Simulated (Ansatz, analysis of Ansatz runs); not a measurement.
**Al-H pair in Si: local vibrational mode, PBE**

Subject: Al-H pair in Si. Wanted: its local vibrational mode, in one set-up (PBE, 64-site cell, PBE lattice, 420 eV, k: the single point 1/4 1/4 1/4, no relaxation). The model is a cell of 64 host atoms with Al put on another atom's site and H put in between. The frequencies come from force constants among the defect atom and its neighbours, with the masses of the isotopes named.

What was measured. Si-H stretch, 1H: 2201 cm⁻¹, by IR absorption (quoted in “Local vibrational modes of impurities in silicon”, 2008, M.D. McCluskey, quoting earlier work (1987)).

Program: Ansatz 0.2.0. Level of theory: plane-wave PAW DFT, PBE; single point on the structure as built of a defect supercell. Results are calculated unless marked as measured.

## (1) Starting point

The cell holds 65 atoms: 63 Si, 1 Al and 1 H. Cell: a = 10.940 Å, b = 10.940 Å, c = 10.940 Å, α = 90.0°, β = 90.0°, γ = 90.0°. It derives from Si (space group Fd-3m). Nearest the centre at fractional (0.346, 0.346, 0.346): H65 at 0.55 Å, Al8 at 1.00 Å, Si4 at 2.06 Å, Si49 at 2.61 Å, Si42 at 2.61 Å, Si27 at 2.61 Å, Si5 at 3.43 Å, Si7 at 3.43 Å.

The host's primitive cell comes from a first run (plane-wave PAW DFT, PBE; relaxation of the host's cell and atoms): vectors of 3.868, 3.868 and 3.868 Å. That is 20.46 Å³ an atom, 2.2 % over the diffraction cell's volume. The supercell is built on it.

## (2) Single point on the structure as built, charge 0

The atoms are left on the sites where they were put, and the energy is taken there.

relax/input.yaml reads:

```yaml
crystal:
  lattice:
    - [10.93956648, 0.0, 0.0]
    - [0.0, 10.93956648, 0.0]
    - [0.0, 0.0, 10.93956648]
  atoms:
    - { symbol: Si, position: [0.0, 0.0, 0.25] }
    - { symbol: Si, position: [0.0, 0.25, 0.0] }
    - { symbol: Si, position: [0.25, 0.0, 0.0] }
    - { symbol: Si, position: [0.236809349, 0.236809349, 0.236809349] }
    - { symbol: Si, position: [0.125, 0.125, 0.375] }
    - { symbol: Si, position: [0.125, 0.375, 0.125] }
    - { symbol: Si, position: [0.375, 0.125, 0.125] }
    - { symbol: Al, position: [0.398748656, 0.398748656, 0.398748656] }
    - { symbol: Si, position: [0.0, 0.0, 0.75] }
    - { symbol: Si, position: [0.0, 0.25, 0.5] }
    - { symbol: Si, position: [0.25, 0.0, 0.5] }
    - { symbol: Si, position: [0.25, 0.25, 0.75] }
    - { symbol: Si, position: [0.125, 0.125, 0.875] }
    - { symbol: Si, position: [0.125, 0.375, 0.625] }
    - { symbol: Si, position: [0.375, 0.125, 0.625] }
    - { symbol: Si, position: [0.375, 0.375, 0.875] }
    - { symbol: Si, position: [0.0, 0.5, 0.25] }
    - { symbol: Si, position: [0.0, 0.75, 0.0] }
    - { symbol: Si, position: [0.25, 0.5, 0.0] }
    - { symbol: Si, position: [0.25, 0.75, 0.25] }
    - { symbol: Si, position: [0.125, 0.625, 0.375] }
    - { symbol: Si, position: [0.125, 0.875, 0.125] }
    - { symbol: Si, position: [0.375, 0.625, 0.125] }
    - { symbol: Si, position: [0.375, 0.875, 0.375] }
    - { symbol: Si, position: [0.0, 0.5, 0.75] }
    - { symbol: Si, position: [0.0, 0.75, 0.5] }
    - { symbol: Si, position: [0.25, 0.5, 0.5] }
    - { symbol: Si, position: [0.25, 0.75, 0.75] }
    - { symbol: Si, position: [0.125, 0.625, 0.875] }
    - { symbol: Si, position: [0.125, 0.875, 0.625] }
    - { symbol: Si, position: [0.375, 0.625, 0.625] }
    - { symbol: Si, position: [0.375, 0.875, 0.875] }
    - { symbol: Si, position: [0.5, 0.0, 0.25] }
    - { symbol: Si, position: [0.5, 0.25, 0.0] }
    - { symbol: Si, position: [0.75, 0.0, 0.0] }
    - { symbol: Si, position: [0.75, 0.25, 0.25] }
    - { symbol: Si, position: [0.625, 0.125, 0.375] }
    - { symbol: Si, position: [0.625, 0.375, 0.125] }
    - { symbol: Si, position: [0.875, 0.125, 0.125] }
    - { symbol: Si, position: [0.875, 0.375, 0.375] }
    - { symbol: Si, position: [0.5, 0.0, 0.75] }
    - { symbol: Si, position: [0.5, 0.25, 0.5] }
    - { symbol: Si, position: [0.75, 0.0, 0.5] }
    - { symbol: Si, position: [0.75, 0.25, 0.75] }
    - { symbol: Si, position: [0.625, 0.125, 0.875] }
    - { symbol: Si, position: [0.625, 0.375, 0.625] }
    - { symbol: Si, position: [0.875, 0.125, 0.625] }
    - { symbol: Si, position: [0.875, 0.375, 0.875] }
    - { symbol: Si, position: [0.5, 0.5, 0.25] }
    - { symbol: Si, position: [0.5, 0.75, 0.0] }
    - { symbol: Si, position: [0.75, 0.5, 0.0] }
    - { symbol: Si, position: [0.75, 0.75, 0.25] }
    - { symbol: Si, position: [0.625, 0.625, 0.375] }
    - { symbol: Si, position: [0.625, 0.875, 0.125] }
    - { symbol: Si, position: [0.875, 0.625, 0.125] }
    - { symbol: Si, position: [0.875, 0.875, 0.375] }
    - { symbol: Si, position: [0.5, 0.5, 0.75] }
    - { symbol: Si, position: [0.5, 0.75, 0.5] }
    - { symbol: Si, position: [0.75, 0.5, 0.5] }
    - { symbol: Si, position: [0.75, 0.75, 0.75] }
    - { symbol: Si, position: [0.625, 0.625, 0.875] }
    - { symbol: Si, position: [0.625, 0.875, 0.625] }
    - { symbol: Si, position: [0.875, 0.625, 0.625] }
    - { symbol: Si, position: [0.875, 0.875, 0.875] }
    - { symbol: H, position: [0.316442, 0.316442, 0.316442] }
basis:
  ecutwfc: 420
  xc_grid: 2
hamiltonian:
  xc: pbe
kpoints:
  mp_grid: { grid: [1, 1, 1], shift: [0.25, 0.25, 0.25] }
scf:
  occupations: { method: fermi_dirac, width: 0.01 }
  max_iter: 60
output:
  forces: true
checkpoint:
  write: "../relax.run"
  compress: false
  write_wavefunctions: true
  write_every: 100000
```

On the command line:

```console
$ ansatz run input.yaml --threads 2 --pin off --max-ram 4710MiB --backend cpu --events-out ev --progress --plain --runs-dir out
```

Numbers of over 12 decimals in the logs are rounded to 6 here.

What it wrote:

```text
[... repeated set-up lines and file paths are left out, and long positions are rounded to six places ...]
Engine: ansatz 0.2.0, aarch64-unknown-linux-gnu
Pseudopotentials: kind: paw
Pseudopotential: Si, paw, valence charge 4, recommended cutoff 420 eV (normal), Si.paw.azcp
Pseudopotential: Al, paw, valence charge 3, recommended cutoff 420 eV (normal), Al.paw.azcp
Pseudopotential: H, paw, valence charge 1, recommended cutoff 420 eV (normal), H.paw.azcp
Functional definition: PBE
  parameter kappa = 0.804
  parameter beta = 0.066725
  exchange = pbe_x(kappa = kappa, mu = beta*pi^2/3)
  correlation = pbe_c(beta = beta)
Crystal: 65 atoms, lattice volume = 1309.183 Å³
Basis set: ecut = 420 eV, 25677 PW (Γ), exchange–correlation on 150×150×150 points (8 copies of the dense FFT grid, shifted against one another)
Bands: 193, of which v1, the nominal top of the filled ones, is band 128 counted from 1 (127 counted from 0)
Symmetry: 6 space group operations
Space group: R3m (ITA 160), of the structure as read, at distance tolerance 1.1e-4 Å
k-points: 1
Non-local potential: Si, projectors of the file, l = 0: 2, l = 1: 2, l = 2: 2
Non-local potential: Al, projectors of the file, l = 0: 2, l = 1: 2, l = 2: 1
Non-local potential: H, projectors of the file, l = 0: 2, l = 1: 1
PAW form: soft (Blöchl's): semilocal exchange-correlation on the pseudo side does not see the compensation charge
PAW one-centre angular grid: Si, 110 points (default); XC on 64 Gauss nodes
PAW one-centre angular grid: Al, 110 points (default); XC on 64 Gauss nodes
PAW one-centre angular grid: H, 110 points (default); XC on 64 Gauss nodes
Initial density: superposition of atomic densities (neutral atoms: chi_scale 0, normalization atom), corrected by the library's trained network
Initial wavefunctions: pseudopotential atomic-orbital guess
Functional: x = pbe(κ = 0.804, μ = 0.219515), c = pbe(β = 0.066725)
SCF iter   1: F=—  HF=-40607.462673 eV  |F-HF|=—  |Δ(HF+E_count)|=         —  Δρ=2.78e-3  dr2=1.07e-1  ethr=1.77e-3  ⟨swp⟩=6.0  Hψ=888  notcnv=0  defer=40
preconditioner: auto → Resta (q_TF=auto, 2.079 Å⁻¹)  ε∞=5.4  [insulator: Δε(μ)=1.127 eV  Ē_g=7.808 eV  σ=0.010 eV  W_gap=1.00  n_scr=202 (ndim 8)  ℏωp=16.4 eV  f_vac=0.000  D(μ)=0.00/eV (n_scr^D=0)  ε∞_Penn≈5.4]
SCF iter   2: F=—  HF=-40607.460631 eV  |F-HF|=—  |Δ(HF+E_count)|=   2.04e-3  Δρ=1.59e-3  dr2=2.89e-2  ethr=4.20e-5  ⟨swp⟩=2.0  Hψ=224  notcnv=0  defer=58
SCF iter   3: F=—  HF=-40607.460879 eV  |F-HF|=—  |Δ(HF+E_count)|=   2.48e-4  Δρ=2.41e-4  dr2=1.29e-3  ethr=1.13e-5  ⟨swp⟩=3.0  Hψ=238  notcnv=0  defer=58
SCF iter   4: F=—  HF=-40607.461079 eV  |F-HF|=—  |Δ(HF+E_count)|=   1.99e-4  Δρ=5.95e-5  dr2=7.12e-5  ethr=5.02e-7  ⟨swp⟩=2.0  Hψ=194  notcnv=0  defer=58
SCF iter   5: F=—  HF=-40607.460321 eV  |F-HF|=—  |Δ(HF+E_count)|=   7.58e-4  Δρ=1.63e-5  dr2=7.40e-6  ethr=2.78e-8  ⟨swp⟩=2.0  Hψ=262  notcnv=0  defer=58
SCF iter   6: F=—  HF=-40607.460324 eV  |F-HF|=—  |Δ(HF+E_count)|=   3.27e-6  Δρ=3.66e-6  dr2=2.18e-7  ethr=2.89e-9  ⟨swp⟩=2.0  Hψ=222  notcnv=0  defer=58
SCF iter   7: F=-40607.460325 eV  HF=-40607.460324 eV  |F-HF|=4.26e-9  |Δ(HF+E_count)|=   2.13e-7  Δρ=8.52e-7  dr2=1.55e-8  ethr=3.91e-11  ⟨swp⟩=17.0  Hψ=1193  notcnv=0
SCF 1 converged in 7 iterations: F = -40607.460325 eV  dr2 = 1.55e-8
  greatest PAW one-centre occupation: 0.645 electrons in one spin orbital (limit 2), on the Si atom at site 3 (counted from 0), in its partial waves of l = 0
SCF converged after 7 iterations
Free energy (F): -40607.460325 eV
Harris-Foulkes:  -40607.460324 eV  (|F-HF|=4.26e-9)
Internal energy: -40607.460325 eV  (E = F + TS)
E sigma→0 (E₀):  -40607.460325 eV
Fermi energy:    6.322556 eV
--- Per-component energies (eV) ---
  E_band       = 255.309140
  E_kinetic    = 2570.089150
  E_local      = -1801.435184  (includes V_loc(G=0)·N_el)
  E_nonlocal   = 1646.586558
  E_hartree    = 489.905362
  E_xc         = -3520.749079
  E_vxc        = -2978.901131  (∫ρ·V_xc dr)
  E_paw        = -32773.727655  (= ΣΔE_a)
  E_vpaw       = -160.839940  (= ΣTr[D̂ρ^β])
  E_aug_tail   = -0.001000  (compensation charges beyond the density's cutoff)
  E_ewald      = -7218.128476
  E_smearing   = -0.000000  (= −TS)
  E_closure    = -0.000000  (closes the sum)
  Σ components = -40607.460325   (vs F -40607.460325, Δ=0.00e0)
--- Forces (eV/Å), atoms counted from 1 ---
  atom   1  Si    -0.07477911    -0.07477911    -0.01083192
  atom   2  Si    -0.07477911    -0.01083192    -0.07477911
  [... 1 atom left out ...]
  atom   4  Si    -0.06216164    -0.06216164    -0.06216164
  atom   5  Si    -0.40445671    -0.40445671     0.38124533
  atom   6  Si    -0.40445671     0.38124533    -0.40445671
  atom   7  Si     0.38124533    -0.40445671    -0.40445671
  atom   8  Al     0.39203095     0.39203095     0.39203095
  [... 18 atoms left out ...]
  atom  27  Si    -1.38041421     0.95418967     0.95418967
  [... 10 atoms left out ...]
  atom  38  Si     0.04198219     0.11241309     0.05770624
  [... 3 atoms left out ...]
  atom  42  Si     0.95418967    -1.38041421     0.95418967
  [... 6 atoms left out ...]
  atom  49  Si     0.95418967     0.95418967    -1.38041421
  [... 15 atoms left out ...]
  atom  65  H     -0.78295493    -0.78295493    -0.78295493
  max |Σ_I F_I| component: 5.70e-6 eV/Å
--- Band table (eV) ---
  k-point 0: bands = ["-5.6392", "-5.1655", "-5.0791", "-5.0791", [... 185 left out ...] "10.1203", "10.1203", "10.2128", "10.2664"]
```

It took 28 s on 2 threads of Arm Neoverse V1, shared host; peak memory 1.6 GiB.

The run converged, but on settings that a careful run would not use, so its numbers are not the defect's.

## (3) Local vibrational modes

A local mode lives on the defect and the atoms next to it, so only the sites listed in the input are displaced, which costs far fewer SCF runs than the whole cell would.

This step: plane-wave PAW DFT, PBE; finite-displacement force constants among the atoms nearest to a defect, the others at rest.

modes/input.yaml reads:

```yaml
crystal:
  lattice:
    - [10.93956648, 0.0, 0.0]
    - [0.0, 10.93956648, 0.0]
    - [0.0, 0.0, 10.93956648]
  atoms:
    - { symbol: Si, position: [0.0, 0.0, 0.25] }
    - { symbol: Si, position: [0.0, 0.25, 0.0] }
[... 1 atom line left out ...]
    - { symbol: Si, position: [0.236809349, 0.236809349, 0.236809349] }
    - { symbol: Si, position: [0.125, 0.125, 0.375] }
    - { symbol: Si, position: [0.125, 0.375, 0.125] }
    - { symbol: Si, position: [0.375, 0.125, 0.125] }
    - { symbol: Al, position: [0.398748656, 0.398748656, 0.398748656] }
[... 12 atom lines left out ...]
    - { symbol: Si, position: [0.125, 0.625, 0.375] }
[... 5 atom lines left out ...]
    - { symbol: Si, position: [0.25, 0.5, 0.5] }
[... 9 atom lines left out ...]
    - { symbol: Si, position: [0.625, 0.125, 0.375] }
    - { symbol: Si, position: [0.625, 0.375, 0.125] }
[... 3 atom lines left out ...]
    - { symbol: Si, position: [0.5, 0.25, 0.5] }
[... 6 atom lines left out ...]
    - { symbol: Si, position: [0.5, 0.5, 0.25] }
[... 15 atom lines left out ...]
    - { symbol: H, position: [0.316442, 0.316442, 0.316442] }
basis:
  ecutwfc: 420
  xc_grid: 2
hamiltonian:
  xc: pbe
kpoints:
  mp_grid: { grid: [1, 1, 1], shift: [0.25, 0.25, 0.25] }
scf:
  occupations: { method: fermi_dirac, width: 0.01 }
  max_iter: 60
output: {}
checkpoint:
  read: "../relax.run"
phonons:
  supercell: [1, 1, 1]
  displaced_sites: [3, 7, 41, 48, 64]
```

What it wrote:

```text
[...]
Crystal: 65 atoms, lattice volume = 1309.183 Å³
Basis set: ecut = 420 eV, 25677 PW (Γ), exchange–correlation on 150×150×150 points (8 copies of the dense FFT grid, shifted against one another)
Bands: 193, of which v1, the nominal top of the filled ones, is band 128 counted from 1 (127 counted from 0)
[... 1 set-up line as in the run before ...]
k-points: 1
[...]
Stability of the state it starts from, as read at its close in the unpolarized treatment: not read negative (Ritz values of 1 − χ₀K, real part plus size of imaginary part, from 0.99 to 1.1, by its mixing steps under the symmetry group of the SCF that read it)
[...]
iter 1 solved again at ethr=6.10e-12 eV; its pass at ethr=3.10e-3 eV (dr2=1.56e-8 eV) is discarded
[...]
force constants formed among 5 of 65 sites (Si 3, Al 7, Si 41, Si 48, H 64); the other 60 at rest. The modes move the named sites alone.
  the frequencies, the zero-point energy and the sums are of the block with the acoustic sum rule laid on its rows. Row sums over every site: 3.0e-5 eV/Å² at the most
  transpose residual: 4.4e-5 eV/Å²
  largest component of a force at the reference: 1.4e0 eV/Å on a named site, 1.4e0 eV/Å on a site at rest
  frequencies among the named sites at Γ of the cell (cm⁻¹): -543.82 -542.73 143.15 178.78 305.92 316.46 330.83 332.03 342.97 395.51 398.07 398.13 536.55 592.90 2663.03
  unstable modes among the named sites: 2
  frequencies as built, with no sum rule (cm⁻¹): -543.81 -542.72 143.15 178.78 305.92 316.46 330.83 332.03 342.97 395.51 398.07 398.13 536.55 592.90 2663.03
  zero-point energy: 0.429873 eV/cell   skipped modes (ω ≤ 0): 2, of them read as no rigid motion or as one in doubt: 2 (2.000e0 modes/cell left out, lowest -543.82 cm⁻¹)
  not written: the harmonic force-constant file, the file of eigenvectors (these modes' are written with the force constants), the density of states and the dispersion, which are of every site
[key lines of the parts left out:]
SCF converged after 4 iterations
Free energy (F): -40607.460325 eV
Fermi energy:    6.322554 eV
```

It took 3.6 min on 2 threads; peak memory 1.6 GiB; 7.2 min of CPU time.

The run converged, but on settings that a careful run would not use, so its numbers are not the defect's.

## (4) Outcome

This set-up is not sound: atoms left where they were placed, with no relaxation. For the record: Si-H stretch, 1H: computed 2663 cm⁻¹, measured 2201 cm⁻¹; 462 cm⁻¹ (21 %) above the measurement.

[Logs are printed without paths, hosts, clocks, repeated set-up lines and the standing remarks that a program may print on its own settings, such as how far it seeks lower states.]

[Hosts, paths, dates, database ids (printed as entryN), source tags and the programs' standing remarks are cut or masked in the printed files.]

[For some hosts the program warned that the k-mesh of the response run may be too coarse for force constants and the static dielectric constant; such warnings are not shown here.]
